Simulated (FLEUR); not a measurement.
Entries from a set of simulations; values are calculated unless marked as measured.

**Magnetic state of Co3Sn2S2 from several starts**

The structure is trigonal, space group R-3m (No. 166). The conventional cell has a = 5.357 Å, b = 5.357 Å, c = 13.127 Å, α = 90.00°, β = 90.00°, γ = 120.00°. Nearest to Co lie 2 S at 2.17 Å. Sn has 6 Co at 2.68 Å and 2 S at 2.85 Å nearest. Nearest to Sn lie 6 Co at 2.68 Å and 6 S at 3.16 Å. Nearest to S lie 3 Co at 2.17 Å and 4 Sn at 2.85 to 3.16 Å. Farther neighbours and most contacts between anions are not listed.

```
method                                                                      : LDA (VWN); all-electron FLAPW, Dirac cores, scalar-relativistic bands (and 1 further level or step)
program                                                                     : FLEUR MaX-R8.1
settings of one run                                                         : kmax 4.4 1/bohr, gmax 13.2 1/bohr, muffin tin radii Co: 2.42, Sn: 2.51, S: 1.58 bohr, lmax Co: [10, 8], Sn: [10, 8], S: [6, 4], hist occupations, smearing width 0.05 eV, mixer Anderson, mixing 0.05, max iterations 90, stop 2.00e-5 me/bohr³, collinear spin, 6×6×6 k-mesh, mesh matched on, starting moments 2 2 2 0 0 0 0 μB
cost                                                                        : 4 runs, 52 min in all on 4 MPI ranks of Intel Xeon 6975P-C (Granite Rapids), shared host (the runs of this entry)
notes                                                                       : The run is spin-polarised, with a total moment of 0.77 μB a cell. This is the lowest of 3 finished starts, no proof of the ground state.
lowest state found                                                          : ferromagnetic (initial ferro +++)
largest site spin moment                                                    : 0.261 μB
next finished state                                                         : non-magnetic, 2.28 meV a seeded atom higher
energy gained by spin polarisation                                          : 2.28 meV a seeded atom
orbital moment on the atom of largest spin, along its spin (spin–orbit run) : -0.00443 μB
```

The lowest state found is ferromagnetic, reached from the start ferro +++, with moments up to 0.261 μB. The two lowest states lie so close that the mesh, the functional or spin–orbit coupling could swap them.

[Logs and program files are shortened in this print: banners, set-up blocks, solver, clock and traceback lines can be left out without a mark of their own.]

[Logs are printed without paths, hosts, clocks, repeated set-up lines and the standing remarks that a program may print on its own settings, such as how far it seeks lower states.]

[Hosts, paths, dates, database ids (printed as entryN), source tags and the programs' standing remarks are cut or masked in the printed files.]

[Where a cell is said to come from a database of computed structures, the database is the Materials Project.]
